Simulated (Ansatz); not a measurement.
## Sr on Ni(111): change of the work function: the clean slab

Ansatz 0.2.0; plane-wave DFT, RPBE, Ansatz PAW.

Contents of input.yaml:

```yaml
crystal:
  lattice:
    - [2.4890158698, 0.0, 0.0]
    - [1.2445079349, 2.1555509736, 0.0]
    - [0.0, 0.0, 24.0968188426]
  atoms:
    - { symbol: Ni, position: [0.0, 0.0, 0.3734932839], spin: 0.7 }
    - { symbol: Ni, position: [0.3333333333, 0.3333333333, 0.4578310946], spin: 0.7 }
    - { symbol: Ni, position: [0.6666666667, 0.6666666667, 0.5421689054], spin: 0.7 }
    - { symbol: Ni, position: [0.0, 0.0, 0.6265067161], spin: 0.7 }
magnetization:
  spin_polarized: true
kpoints:
  mp_grid: { grid: [14, 14, 1] }
hamiltonian:
  xc: rpbe
scf:
  occupations: { method: fermi_dirac, width: 0.1 }
  convergence: { dr2_threshold: 1.0e-08 }
efield:
  axis: 3
  dipole_correction: true
  ramp_position: 0.97
  ramp_width: 0.06
relax:
  f_tol: 0.02
  max_steps: 60
  constraints: [{ sites: [0, 1] }]
output:
  write_potential: true
  write_density: true
  volumetric_format: npy
```

Command:

```
$ ansatz run input.yaml --threads 8 --pin off --max-ram 12288MiB --backend cpu --events-out ev --progress --plain --runs-dir out
```

Q: Predict the work function, upper face; and electron's electrostatic potential energy less the Fermi level against z.

In the vacuum the potential turns flat, and its height over the Fermi level, 4.91 eV, is the work function of the face beside that plateau.

The run keeps the 6 symmetry operations that it works with, so distortions that break them were not tested.

Step by step:

```csv
step,energy less that of the first step (eV),largest force component (eV/Å)
1,0.0000,0.0961
2,-0.0013,0.0607
3,-0.0020,0.0028
```

The atoms that moved most (Å):

```csv
atom,dx,dy,dz,length
Ni4,0.000,0.000,0.033,0.033
Ni3,0.000,0.000,0.027,0.027
```

This step gave:

| Item | Value |
| --- | --- |
| total moment | 2.684 μB |
| site moments | 0.7147, 0.7201, 0.7200, 0.7145 μB |
| work function, upper face | 4.909 eV |
| dipole along the normal | -5.05e-5 e·Å |

Running mean over 2.032 Å of the planar mean; the ramp of the sawtooth is left out. Table of electron's electrostatic potential energy less the Fermi level by z:

```csv
z (Å),electron's electrostatic potential energy less the Fermi level (eV)
3.0,4.91
3.5,4.91
4.0,4.91
4.5,4.91
5.0,4.90
5.5,4.89
6.0,4.85
6.5,4.71
7.0,4.22
7.5,2.07
8.0,-3.32
8.5,-8.49
9.0,-10.1
9.5,-10.3
10.0,-10.4
10.5,-10.4
11.0,-10.5
11.5,-10.3
12.0,-10.2
12.5,-10.3
13.0,-10.4
13.5,-10.4
14.0,-10.3
14.5,-10.3
15.0,-10.2
15.5,-9.22
16.0,-4.90
16.5,0.965
17.0,3.93
17.5,4.64
18.0,4.83
18.5,4.89
19.0,4.90
19.5,4.91
20.0,4.91
20.5,4.91
21.0,4.91
```

Site moment by atom:

```csv
atom,site moment (μB)
Ni1,0.715
Ni2,0.720
Ni3,0.720
Ni4,0.715
```

[Logs are printed without paths, hosts, clocks, repeated set-up lines and the standing remarks that a program may print on its own settings, such as how far it seeks lower states.]

[Hosts, paths, dates, database ids (printed as entryN), source tags and the programs' standing remarks are cut or masked in the printed files.]

[Maps of the electrostatic potential energy from Ansatz leave out the sawtooth potential of an applied field or a dipole correction, so their vacuum need not be flat; planar profiles and work functions include it.]
